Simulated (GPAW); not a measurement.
Consider Ta2N (P-3m1).

```xyz
3
Lattice="3.1129 0.0000 0.0000 -1.5564 2.6958 0.0000 0.0000 0.0000 4.8698" Properties=species:S:1:pos:R:3 pbc="T T T"
Ta    0.0000    1.7972    1.2404
Ta    1.5564    0.8986    3.6294
N     0.0000    0.0000    0.0000
```

Absorber: atom 3, with 6 Ta at 2.18 Å (octahedral, site symmetry -3m). Method: GPAW, LDA, excited-electron core hole (neutral cell), 12-atom cell with 5.8 Å between holes, 4×4×4 k points, dipole transitions, Gaussian full width 0.9 eV up to 4 eV, rising linearly to 3.5 eV at 25 eV, without spin-orbit coupling.

Question: What does the N K edge look like?

Main maxima up to 24 eV above the zero (height): 1.3 eV (2.62), 3.0 eV (1.69), 5.0 eV (1.66), 9.4 eV (1.19) and 13.1 eV (0.78). A K edge sees empty p states; the first features are N p mixed into the empty d states of the Ta neighbours, and the broad ones above probably into the cations' higher empty bands. The total-energy difference is 403.06 eV. One term is added: -7.76 eV, since the hole is spin-paired here and a spin-polarised one costs that much less in the free atom (computed apart). The photon energy is then 395.30 eV. The functional leaves an error in such absolute values: in the free atom LDA prices this hole 3.5 eV below PBE (computed apart), and PBE is itself good to a few eV.

The N K spectrum (energy from the lowest empty level; intensity scaled to a mean of 1 over the first 20 eV; polarised curves are means over the symmetry-equivalent atoms):

| E (eV) | isotropic | ε ⊥ c | ε ∥ c |
| --- | --- | --- | --- |
| -2.0 | 0.00 | 0.00 | 0.00 |
| -1.5 | 0.00 | 0.00 | 0.00 |
| -1.0 | 0.01 | 0.01 | 0.01 |
| -0.5 | 0.17 | 0.14 | 0.23 |
| 0.0 | 0.84 | 0.79 | 0.93 |
| 0.5 | 1.65 | 1.75 | 1.45 |
| 1.0 | 2.37 | 2.59 | 1.93 |
| 1.5 | 2.55 | 2.52 | 2.61 |
| 2.0 | 1.84 | 1.53 | 2.46 |
| 2.5 | 1.57 | 1.37 | 1.96 |
| 3.0 | 1.69 | 1.57 | 1.91 |
| 3.5 | 1.46 | 1.29 | 1.81 |
| 4.0 | 1.28 | 1.23 | 1.39 |
| 4.5 | 1.49 | 1.65 | 1.17 |
| 5.0 | 1.66 | 1.97 | 1.03 |
| 5.5 | 1.47 | 1.80 | 0.81 |
| 6.0 | 1.17 | 1.40 | 0.71 |
| 6.5 | 0.92 | 1.01 | 0.75 |
| 7.0 | 0.88 | 0.83 | 0.98 |
| 7.5 | 0.89 | 0.73 | 1.21 |
| 8.0 | 0.86 | 0.66 | 1.28 |
| 8.5 | 0.96 | 0.78 | 1.32 |
| 9.0 | 1.14 | 1.03 | 1.34 |
| 9.5 | 1.19 | 1.18 | 1.21 |
| 10.0 | 1.07 | 1.10 | 1.00 |
| 10.5 | 0.86 | 0.89 | 0.79 |
| 11.0 | 0.67 | 0.70 | 0.61 |
| 11.5 | 0.60 | 0.66 | 0.48 |
| 12.0 | 0.64 | 0.75 | 0.41 |
| 12.5 | 0.72 | 0.87 | 0.42 |
| 13.0 | 0.77 | 0.92 | 0.48 |
| 13.5 | 0.75 | 0.85 | 0.55 |
| 14.0 | 0.68 | 0.71 | 0.61 |
| 14.5 | 0.60 | 0.57 | 0.65 |
| 15.0 | 0.55 | 0.49 | 0.67 |
| 15.5 | 0.54 | 0.47 | 0.68 |
| 16.0 | 0.54 | 0.48 | 0.67 |
| 16.5 | 0.53 | 0.48 | 0.65 |
| 17.0 | 0.51 | 0.46 | 0.61 |
| 17.5 | 0.47 | 0.43 | 0.55 |
| 18.0 | 0.43 | 0.40 | 0.50 |
| 18.5 | 0.41 | 0.38 | 0.47 |
| 19.0 | 0.40 | 0.37 | 0.47 |
| 19.5 | 0.42 | 0.38 | 0.51 |
| 20.0 | 0.45 | 0.40 | 0.57 |
| 20.5 | 0.49 | 0.42 | 0.64 |
| 21.0 | 0.53 | 0.44 | 0.70 |
| 21.5 | 0.56 | 0.47 | 0.74 |
| 22.0 | 0.58 | 0.49 | 0.76 |
| 22.5 | 0.60 | 0.52 | 0.76 |
| 23.0 | 0.62 | 0.55 | 0.75 |
| 23.5 | 0.63 | 0.58 | 0.73 |
| 24.0 | 0.64 | 0.61 | 0.70 |
| 24.5 | 0.65 | 0.64 | 0.66 |
| 25.0 | 0.65 | 0.67 | 0.62 |
| 25.5 | 0.66 | 0.71 | 0.57 |
| 26.0 | 0.68 | 0.75 | 0.53 |
| 26.5 | 0.70 | 0.80 | 0.49 |
| 27.0 | 0.72 | 0.85 | 0.46 |
| 27.5 | 0.74 | 0.89 | 0.43 |
| 28.0 | 0.75 | 0.92 | 0.42 |
| 28.5 | 0.76 | 0.93 | 0.43 |
| 29.0 | 0.76 | 0.92 | 0.45 |
| 29.5 | 0.76 | 0.89 | 0.49 |
| 30.0 | 0.74 | 0.83 | 0.54 |
| 30.5 | 0.71 | 0.77 | 0.59 |
| 31.0 | 0.68 | 0.69 | 0.64 |
| 31.5 | 0.65 | 0.63 | 0.68 |
| 32.0 | 0.62 | 0.58 | 0.71 |

The holes are only 5.8 Å apart, so the shape is probably not converged with cell size; no larger cell was run here. The mesh is coarse (0.33 Å⁻¹ between points), so small maxima may be mesh ripples. Lifetime broadening is put in by hand, and intensities beyond about 20 eV depend on it and on the partial waves; weight that the partial waves miss at high energy is lost. The structure is a computed Materials Project entry and may be a hypothetical form.

[Banner, clock and machine lines of the logs are left out without a mark of their own.]

[Logs are printed without paths, hosts, clocks, repeated set-up lines and the standing remarks that a program may print on its own settings, such as how far it seeks lower states.]

[Hosts, paths, dates, database ids (printed as entryN), source tags and the programs' standing remarks are cut or masked in the printed files.]

[Lists of maxima count a maximum above −3 eV only where it reaches 4 % of the highest in the window and stands out from its surroundings by 2 % of it (1.5 % where it reaches 55 %); shoulders and weaker maxima are passed over, and of the rest the first, up to two pre-edge ones and the few strongest are named.]
